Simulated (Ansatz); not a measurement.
# Resistivity from frozen vibrations: Al(111) with 4 thermally displaced layers, 2x2, part 2 of 2

How much do lattice vibrations at 300 K scatter the electrons of Al? Layers with random displacements are laid between perfect leads, and the resistance is followed against their length. The measured value for the pure metal at this temperature is 2.733 µΩ cm (CRC Handbook of Chemistry and Physics, 84th ed., 2003, Electrical Resistivity of Pure Metals).

Ansatz 0.2.0; Ansatz plane-wave DFT, PBE, PAW files; ballistic transport by layer matching (Landauer), zero bias; PAW set soft_1.

So far, open channels per spin nearest the Fermi level: step 2 (with 4 displaced layers) 5.41.

## 4. With 12 displaced layers

Each atom of 12 layers is moved at random, by amounts drawn from a normal law 0.0966 Å wide in each direction from the Debye model (428 K) at 300 K. A fresh draw is used; the growth of the resistance with length is what counts.

System of this step: Al(111) with 12 thermally displaced layers, 2x2. The cell holds 72 atoms: 72 Al. Cell: a = 5.725 Å, b = 5.725 Å, c = 42.068 Å, α = 90.0°, β = 90.0°, γ = 120.0°. It derives from Al. Regions: lead, 24 atoms (24 Al); scattering region, 48 atoms (48 Al). The structure is stacked along c, and the current runs across the ab planes.

input.yaml reads:

```yaml
crystal:
  lattice:
    - [5.7246940741, 0.0, 0.0]
    - [-2.862347037, 4.957730497, 0.0]
    - [0.0, 0.0, 42.0677382451]
  atoms:
    - { symbol: Al, position: [0.0, 0.0, 0.0277777778] }
    - { symbol: Al, position: [0.0, 0.5, 0.0277777778] }
    - { symbol: Al, position: [0.5, 0.0, 0.0277777778] }
    - { symbol: Al, position: [0.5, 0.5, 0.0277777778] }
    - { symbol: Al, position: [0.1666666667, 0.3333333333, 0.0833333333] }
    - { symbol: Al, position: [0.1666666667, 0.8333333333, 0.0833333333] }
    - { symbol: Al, position: [0.6666666667, 0.3333333333, 0.0833333333] }
    - { symbol: Al, position: [0.6666666667, 0.8333333333, 0.0833333333] }
    - { symbol: Al, position: [0.3333333333, 0.1666666667, 0.1388888889] }
    - { symbol: Al, position: [0.3333333333, 0.6666666667, 0.1388888889] }
    - { symbol: Al, position: [0.8333333333, 0.1666666667, 0.1388888889] }
    - { symbol: Al, position: [0.8333333333, 0.6666666667, 0.1388888889] }
    - { symbol: Al, position: [0.9898653397, 0.9981971874, 0.1950219415] }
    - { symbol: Al, position: [0.9755520468, 0.4625356451, 0.1942785414] }
    - { symbol: Al, position: [0.5143609701, 0.021120518, 0.1957707515] }
    - { symbol: Al, position: [0.4820977296, 0.485904214, 0.1990591466] }
    - { symbol: Al, position: [0.1972621656, 0.3690012247, 0.2548874786] }
    - { symbol: Al, position: [0.1566203852, 0.8408365794, 0.2510515801] }
    - { symbol: Al, position: [0.6813820204, 0.343887057, 0.2504637537] }
    - { symbol: Al, position: [0.6549727133, 0.804071654, 0.249620373] }
    - { symbol: Al, position: [0.3219516789, 0.1691222583, 0.3044824483] }
    - { symbol: Al, position: [0.3517412681, 0.6826184348, 0.306264063] }
    - { symbol: Al, position: [0.8395709496, 0.1684768338, 0.3045277746] }
    - { symbol: Al, position: [0.825732399, 0.657013797, 0.3064460595] }
    - { symbol: Al, position: [0.005898457, 0.0113208368, 0.3580616116] }
    - { symbol: Al, position: [0.0075465141, 0.4851462406, 0.3594257944] }
    - { symbol: Al, position: [0.4911838513, 0.9890279003, 0.3617792986] }
    - { symbol: Al, position: [0.4799018498, 0.4791715738, 0.3591698334] }
    - { symbol: Al, position: [0.1892257192, 0.3341952788, 0.4139869635] }
    - { symbol: Al, position: [0.1516566776, 0.8030307664, 0.4207740609] }
    - { symbol: Al, position: [0.6456165546, 0.3426571993, 0.4179143905] }
    - { symbol: Al, position: [0.6451346409, 0.839181317, 0.4189553654] }
    - { symbol: Al, position: [0.3437612071, 0.1717500442, 0.4744005789] }
    - { symbol: Al, position: [0.3393231666, 0.6732186595, 0.4719313952] }
    - { symbol: Al, position: [0.8348225676, 0.1483329016, 0.4740394689] }
    - { symbol: Al, position: [0.8141904364, 0.6454258344, 0.4730605378] }
    - { symbol: Al, position: [0.0379181058, 0.0187289987, 0.5265942637] }
    - { symbol: Al, position: [0.0073506286, 0.4911541284, 0.5274931296] }
    - { symbol: Al, position: [0.4789457066, 0.954871415, 0.52821757] }
    - { symbol: Al, position: [0.4758434453, 0.4864179332, 0.5243937725] }
    - { symbol: Al, position: [0.1319030085, 0.3149629497, 0.5852282355] }
    - { symbol: Al, position: [0.1945208959, 0.8328424557, 0.5858392003] }
    - { symbol: Al, position: [0.643596186, 0.2960970353, 0.5836774204] }
    - { symbol: Al, position: [0.6700093037, 0.8249858853, 0.5840269952] }
    - { symbol: Al, position: [0.334582568, 0.149851521, 0.6354992749] }
    - { symbol: Al, position: [0.3275463954, 0.6625561934, 0.63807946] }
    - { symbol: Al, position: [0.8667875682, 0.2002730745, 0.6379326051] }
    - { symbol: Al, position: [0.8542833176, 0.6849916088, 0.640525718] }
    - { symbol: Al, position: [0.0138767117, 0.992419346, 0.6961424402] }
    - { symbol: Al, position: [0.0419709984, 0.5156516504, 0.6930216711] }
    - { symbol: Al, position: [0.5225423924, 0.0245852703, 0.6952913379] }
    - { symbol: Al, position: [0.5055236116, 0.5300520006, 0.6915759923] }
    - { symbol: Al, position: [0.1749999861, 0.3330183087, 0.7472603111] }
    - { symbol: Al, position: [0.1906216747, 0.8401085584, 0.7473219772] }
    - { symbol: Al, position: [0.6726127147, 0.3249277734, 0.74563274] }
    - { symbol: Al, position: [0.6576138795, 0.8384660842, 0.7514590585] }
    - { symbol: Al, position: [0.3365655741, 0.1675462701, 0.8066342716] }
    - { symbol: Al, position: [0.3412357717, 0.6895882437, 0.8058967163] }
    - { symbol: Al, position: [0.843556771, 0.1771989045, 0.8031291528] }
    - { symbol: Al, position: [0.8362562113, 0.6964362464, 0.8063251525] }
    - { symbol: Al, position: [0.0, 0.0, 0.8611111111] }
    - { symbol: Al, position: [0.0, 0.5, 0.8611111111] }
    - { symbol: Al, position: [0.5, 0.0, 0.8611111111] }
    - { symbol: Al, position: [0.5, 0.5, 0.8611111111] }
    - { symbol: Al, position: [0.1666666667, 0.3333333333, 0.9166666667] }
    - { symbol: Al, position: [0.1666666667, 0.8333333333, 0.9166666667] }
    - { symbol: Al, position: [0.6666666667, 0.3333333333, 0.9166666667] }
    - { symbol: Al, position: [0.6666666667, 0.8333333333, 0.9166666667] }
    - { symbol: Al, position: [0.3333333333, 0.1666666667, 0.9722222222] }
    - { symbol: Al, position: [0.3333333333, 0.6666666667, 0.9722222222] }
    - { symbol: Al, position: [0.8333333333, 0.1666666667, 0.9722222222] }
    - { symbol: Al, position: [0.8333333333, 0.6666666667, 0.9722222222] }
kpoints:
  mp_grid: { grid: [5, 5, 1] }
hamiltonian:
  xc: pbe
  pseudopotentials: { kind: paw, azcp: { folder: soft_1 } }
scf:
  occupations: { method: fermi_dirac, width: 0.1 }
output:
  transmission:
    leads: [[0, 4]]
    kmesh: [10, 10]
    e_range: [-0.05, 0.05]
    de: 0.05
  write_potential: true
  write_density: true
  volumetric_format: npy
```

Launch:

```bash
ansatz run input.yaml --threads 8 --pin off --max-ram 15360MiB --backend cpu --events-out ev --progress --plain --runs-dir out
```

Numbers of over 12 decimals in the logs are rounded to 6 here.

Log:

```text
[...]
Crystal: 72 atoms, lattice volume = 1193.945 Å³
Basis set: ecut = 420 eV, 23469 PW (Γ)
Bands: 180, of which v1, the nominal top of the filled ones, is band 108 counted from 1 (107 counted from 0)
Symmetry: 1 space group operations
[...]
k-points: 13 of 25 (time reversal used)
[...]
SCF iter   1: F=—  HF=-38700.871845 eV  |F-HF|=—  |Δ(HF+E_count)|=         —  Δρ=2.38e-2  dr2=1.43e1  ethr=3.10e-3  ⟨swp⟩=6.4  Hψ=10758  notcnv=0  defer=106
[...]
SCF iter   7: F=-38697.692966 eV  HF=-38697.692966 eV  |F-HF|=4.92e-8  |Δ(HF+E_count)|=   3.06e-8  Δρ=1.59e-6  dr2=7.50e-8  ethr=4.63e-11  ⟨swp⟩=13.0  Hψ=10693  notcnv=0
SCF 1 converged in 7 iterations: F = -38697.692966 eV  dr2 = 7.50e-8
[...]
transmission: 288 of 2704 steps passed
transmission: 546 of 2704 steps passed
[...]
transmission: 2704 of 2704 steps passed
SCF converged after 7 iterations
Free energy (F): -38697.692966 eV
[...]
Internal energy: -38696.489804 eV  (E = F + TS)
E sigma→0 (E₀):  -38697.091385 eV
Entropy (-TS):   -1.203162 eV (-16.711 meV/atom)
Fermi energy:    7.946006 eV
[...]
--- Band table (eV; the first three rows and the last of 13) ---
  k-point 0: bands = [... 104 lower, 6.6117, 6.6437, 6.6724, 6.8165, 6.8338, 6.8471, 6.8789, 6.8949, ... 68 higher]
  k-point 1: bands = [... 104 lower, 6.9232, 6.9690, 7.1008, 7.1429, 7.1807, 7.1944, 7.2722, 7.4396, ... 68 higher]
  k-point 2: bands = [... 104 lower, 7.9792, 8.0334, 8.0600, 8.0876, 8.1052, 8.1200, 8.1459, 8.1728, ... 68 higher]
  k-point 12: bands = [... 104 lower, 7.7289, 7.8590, 7.9072, 7.9549, 7.9649, 7.9961, 8.0142, 8.0510, ... 68 higher]
--- Transmission ---
  basis      : 253 plane waves across, 52 finite elements along
  points     : 52, standing for a mesh of 10 x 10
[...]
channels       : 5.590000e0 a spin
[...]
junction   : crystal 0 to crystal 0, 0.70 to 40.43 Å
    transmission   : 4.642051e0 a spin
[...]
```

The job ended after 1.9 min (8 threads of AMD EPYC 9B45 (Zen 5), shared host; peak memory 7.7 GiB).

Numbers from this step:

| Property | Result |
| --- | --- |
| free energy | -38697.6930 eV |
| energy at zero smearing | -38697.0914 eV |
| Fermi energy | 7.946 eV |
| transmission per spin nearest the Fermi level | 4.642 |
| open channels per spin nearest the Fermi level | 5.59 |
| step of the lead's potential | 4.1 meV |

Per spin. Transmission, zone mean against energy, zero at the Fermi level:

```csv
energy (eV),"transmission, zone mean"
-0.0500,4.48
0.0000,4.64
0.0500,4.65
```

Over the solved energies the transmission per spin lies between 4.48 and 4.65, out of 5.49 channels of the lead on average (up to 5.59).

## 5. The fit

This step: Ansatz plane-wave DFT, PBE, PAW files; ballistic transport by layer matching (Landauer), zero bias; resistivity from the slope of the area resistance; PAW set soft_1 (Ansatz 0.2.0).

This step gave:

* resistivity: 4.952 µΩ cm
* intercept: -0.005566 fΩ m²
* scatter about the fit: 0.003700 fΩ m²

Resistance, by row:

| run | length (Å) | T | channels N | RA (fΩ m²) |
| --- | --- | --- | --- | --- |
| n4 | 9.348 | 5.14 | 5.43 | 0.03811 |
| n8 | 18.7 | 4.792 | 5.45 | 0.09225 |
| n12 | 28.05 | 4.591 | 5.49 | 0.1307 |

Table of area resistance by length of the displaced region:

| length of the displaced region (Å) | area resistance (fΩ m²) |
| --- | --- |
| 9.35 | 0.0381 |
| 18.70 | 0.0923 |
| 28.05 | 0.131 |

The area resistance goes from 0.038 to 0.13 fΩ m² between 9.3 and 28.0 Å, a slope of 5.0 µΩ cm.

By hand from the end points: (0.1307 − 0.03811) fΩ m² / (28.05 − 9.35) Å = 5.0 µΩ cm, since 1 fΩ m² per Å is 1000 µΩ cm.

## 6. What came out

```json
{
  "resistivity from the slope": "4.95 µΩ cm",
  "area resistance over 9.35 Å": "0.0381 fΩ m²",
  "area resistance over 18.7 Å": "0.0923 fΩ m²",
  "area resistance over 28.0 Å": "0.131 fΩ m²"
}
```

What this shows: The slope gives 5.0 µΩ cm. The points scatter by 0.0037 fΩ m² about the line, with one random draw a length in a 2x2 cell, so the slope is a rough value. The mean square of the displacements drawn is 0.75, 0.94 and 0.81 of the nominal one at the three lengths; with each resistance scaled back by that, the slope is 5.9 µΩ cm, the value used below. The lead's own channel count moves between the runs (5.43, 5.45 and 5.49), which shifts RA and the slope too. Read with a model of isotropic scattering on a spherical Fermi surface and the lead's 1.5×10¹⁵ S/m², this slope means a mean free path near 96 Å; over these lengths the model's slope is 1.12 times its bulk resistivity, which would be 5.3 µΩ cm. Uncorrelated displacements put too much weight on short waves, which scatter strongly; with the sideways repeat of a small cell, one draw and three short lengths, the method is good to a factor of two or three. The measured value is 2.733 µΩ cm (CRC Handbook of Chemistry and Physics, 84th ed., 2003, Electrical Resistivity of Pure Metals); the scaled slope is 2.2 times that and the corrected value 1.9: clearly high.

[Logs are printed without paths, hosts, clocks, repeated set-up lines and the standing remarks that a program may print on its own settings, such as how far it seeks lower states.]

[Hosts, paths, dates, database ids (printed as entryN), source tags and the programs' standing remarks are cut or masked in the printed files.]
